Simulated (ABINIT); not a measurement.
# Beyond one shot: RbBH4 (F-43m), part 3 of 3

How far does self-consistency move the gap of RbBH4 (F-43m)?

ABINIT 10.8.3; PBEsol and many-body steps on it, plane waves. Known limits of the many-body steps: not at the basis limit; no spin-orbit coupling; coarse k mesh.

So far. Step 10 (evGW, cycle 1): Against G0W0 in ABINIT (2×2×2 mesh, 62 bands, screening to 106.1 eV, Godby-Needs plasmon pole), the gap moves by +0.855 eV. Step 13 (evGW, cycle 2): Against the cycle before, the gap moves by +0.055 eV.

### Step 15. Screening, 2×2×2 mesh, 62 bands, screening to 106.1 eV

This step: RPA screening on PBEsol from quasiparticle energies, plane waves, norm-conserving pseudopotentials.

The input, run.abi:

```
acell 3*1.0 Angstrom
rprim 
  -0.000000000000 3.453240220000 3.453240220000
  3.453240220000 -0.000000000000 3.453240220000
  3.453240220000 3.453240220000 -0.000000000000
ntypat 3
znucl 37 5 1
natom 6
typat 1 2 3 3 3 3
xred 
  0.000000000000 0.000000000000 0.000000000000
  0.500000000000 0.500000000000 0.500000000000
  0.602415200000 0.602415200000 0.602415200000
  0.192754400000 0.602415200000 0.602415200000
  0.602415200000 0.602415200000 0.192754400000
  0.602415200000 0.192754400000 0.602415200000
pp_dirpath "pseudos"
pseudos "Rb.upf, B.upf, H.upf"
ecut 34
ngkpt 2 2 2
nshiftk 1
shiftk 0 0 0
kptopt 1
chksymbreak 0
istwfk *1
occopt 1
irdwfk 1
optdriver 3
nband 62
ecuteps 3.9
inclvkb 2
awtr 1
symchi 1
irdqps 1
gwcalctyp 10
nqptdm 2
qptdm 
  0.5000000000 0.0000000000 0.0000000000
  0.5000000000 0.5000000000 0.0000000000
indata_prefix "in"
outdata_prefix "out"
tmpdata_prefix "tmp"
```

The input, mrgscr.stdin:

```
2
merged
q0_SCR
out_SCR
1
```

The run is started by

```
$ OMP_NUM_THREADS=1 mpirun -n 4 abinit run.abi > log; mrgscr < mrgscr.stdin
```

Numbers of over 12 decimals in the logs are rounded to 6 here.

Log:

```text
.Version 10.8.3 of ABINIT. v10.8.2 released Aug 2026.

 Symmetries : space group F-4 3 m (#216); Bravais cF (face-center cubic)
[... echo of the input left out ...]
== DATASET  1 ==================================================================
-   mpi_nproc: 4, omp_nthreads: 1 (-1 if OMP is not activated)

--- !DatasetInfo
iteration_state: {dtset: 1, }
dimensions: {natom: 6, nkpt: 3, mband: 62, nsppol: 1, nspinor: 1, nspden: 1, mpw: 5290, }
cutoff_energies: {ecut:  34.0, pawecutdg:  -1.0, }
[...]
q-point number  2        q = ( 0.500000, 0.500000, 0.000000) [r.l.u.]
--------------------------------------------------------------------------------
[... chi0 elements left out ...]
  Average fulfillment of the sum rule on Im[epsilon] for q-point    3 :     86.99  [%]

== END DATASET(S) ==============================================================
================================================================================

 -outvars: echo values of variables after computation  --------
           etotal      0.0000000000E+00
            nband          62
             nkpt           3
          spgroup         216
 [... the other variables as echoed above ...]

 Calculation completed.
```

It took 3.5 s on 4 MPI ranks of Arm Neoverse V1, shared host; peak memory 0.49 GiB.

This step gave:

```yaml
plasma_frequency: 16.37 eV
plane_waves_in_the_screening_matrix: 181
```

This screening reads the quasiparticle levels of the cycle before.

### Step 16. evGW, cycle 3

This step: evGW on PBEsol, plane waves, norm-conserving pseudopotentials.

Changes to run.abi since step 15:

```diff
@@ -27,14 +27,20 @@
 irdwfk 1
-optdriver 3
+optdriver 4
 nband 62
-ecuteps 3.9
-inclvkb 2
-awtr 1
-symchi 1
-irdqps 1
 gwcalctyp 10
-nqptdm 2
-qptdm 
+ecutsigx 34
+symsigma 1
+nkptgw 3
+kptgw 
+  0.0000000000 0.0000000000 0.0000000000
   0.5000000000 0.0000000000 0.0000000000
   0.5000000000 0.5000000000 0.0000000000
+bdgw 
+  1 12
+  1 12
+  1 12
+ecuteps 3.9
+irdscr 1
+ppmodel 1
+irdqps 1
 indata_prefix "in"
```

The run is started by

```
$ OMP_NUM_THREADS=1 mpirun -n 4 abinit run.abi > log
```

Log:

```text
.Version 10.8.3 of ABINIT. v10.8.2 released Aug 2026.

 Symmetries : space group F-4 3 m (#216); Bravais cF (face-center cubic)
[... echo of the input left out ...]
== DATASET  1 ==================================================================
-   mpi_nproc: 4, omp_nthreads: 1 (-1 if OMP is not activated)

--- !DatasetInfo
iteration_state: {dtset: 1, }
dimensions: {natom: 6, nkpt: 3, mband: 62, nsppol: 1, nspinor: 1, nspden: 1, mpw: 5290, }
cutoff_energies: {ecut:  34.0, pawecutdg:  -1.0, }
[...]
Convergence of QP corrections
 >>>>> For spin  1 <<<<<
.  kptgw no:  1; Maximum DeltaE = (  -1.845  -0.049) for band index:  1
.  kptgw no:  2; Maximum DeltaE = (  -0.255  -0.247) for band index:  1
.  kptgw no:  3; Maximum DeltaE = (  -1.554  -0.701) for band index:  1

== END DATASET(S) ==============================================================
================================================================================

 -outvars: echo values of variables after computation  --------
           etotal      0.0000000000E+00
            nband          62
             nkpt           3
          spgroup         216
 [... the other variables as echoed above ...]

 Calculation completed.
```

Wall time 8.3 s (4 MPI ranks); peak memory 0.78 GiB.

This step gave:

```yaml
quasiparticle_gap_on_the_points_computed: 9.511 eV
gap_of_the_density_functional_on_the_mesh: 5.909 eV
k_of_the_valence_top: 0, 0, 0
k_of_the_conduction_bottom: 0.5, 0.5, 0
least_direct_quasiparticle_gap_on_the_computed_points: 9.617 eV
```

Against the cycle before, the gap moves by +0.006 eV.

### Step 17. The runs together

Times are wall times on 4 MPI ranks of Arm Neoverse V1, shared host, good to a factor of about two. A run's time includes the screening step that it read.

```csv
run,mesh,bands,screening cutoff (eV),DFT gap (eV),gap on the mesh (eV),direct (eV),ε∞ used,time
G0W0,2×2×2,62,106.1,5.909,8.595,8.707,2.33,9.2 s
"evGW0, cycle 1",2×2×2,62,106.1,5.909,9.081,9.191,2.33,13 s
"evGW0, cycle 2",2×2×2,62,106.1,5.909,8.932,9.040,2.33,13 s
"evGW0, cycle 3",2×2×2,62,106.1,5.909,8.935,9.044,2.33,13 s
"evGW, cycle 1",2×2×2,62,106.1,5.909,9.450,9.555,2.04,16 s
"evGW, cycle 2",2×2×2,62,106.1,5.909,9.505,9.611,2.01,16 s
"evGW, cycle 3",2×2×2,62,106.1,5.909,9.511,9.617,2.00,16 s
```

### Step 18. Summary of results

- G0W0: 8.595 eV
- evGW0, cycle 1: 9.081 eV
- evGW0, cycle 2: 8.932 eV
- evGW0, cycle 3: 8.935 eV
- evGW, cycle 1: 9.450 eV
- evGW, cycle 2: 9.505 eV
- evGW, cycle 3: 9.511 eV
- known limits: not at the basis limit; no spin-orbit coupling; coarse k mesh

Only the bands that the input lists are updated; the others, empty or deep, keep the functional's energies or take a rigid shift. The evGW loop starts from the last levels of evGW0, so its cycles and time come on top of those. evGW0 ends at 8.93 eV, +0.34 eV from G0W0, after 3 cycles that took 25 s beside the first screening; the last moved the gap by 0.003 eV. evGW ends at 9.51 eV, +0.92 eV from G0W0, after 3 cycles that took 47 s beside the first screening; the last moved the gap by 0.006 eV. The first cycle of evGW0 takes the full correction, without the factor Z, so it overshoots the one-shot value. Bands and cutoff are finite, so the gap is not at the basis limit. The miss can reach some tenths of an eV and take either sign; the mesh is an error of its own. In the first G0W0 run levels were corrected at 2 k points alone, so a gap called «on the mesh» is the least over those, and an edge elsewhere would be missed. The 2×2×2 mesh is coarse for this cell, which bears on the long-range parts of exchange and screening. In the updated screening the q = 0 part is built from Kohn-Sham bands under a rigid shift, the other q from the quasiparticle levels. The many-body steps are scalar-relativistic: spin-orbit coupling is not in them.

[Paths, hosts, dates, memory and timing lines, banners, echoed tables and standing remarks are left out of the program output.]

[Logs are printed without paths, hosts, clocks, repeated set-up lines and the standing remarks that a program may print on its own settings, such as how far it seeks lower states.]

[Runs of the session that timed out or met a known fault of the program may be left out.]

[No measured gap is set beside runs whose start may be inverted or whose files or cutoffs have a known fault.]

[Loops that did not settle are left out.]

[Hosts, paths, dates, database ids (printed as entryN), source tags and the programs' standing remarks are cut or masked in the printed files.]

[G0W0 gaps are taken among the corrected bands and points alone; a level outside them can change the order at an edge.]

[Where Ansatz stands beside ABINIT at settings called matched, ABINIT's density can come from a denser mesh and the files from another edition; pairs whose starting gaps differed by over 0.03 eV were left out, so agreement reads better than it is.]
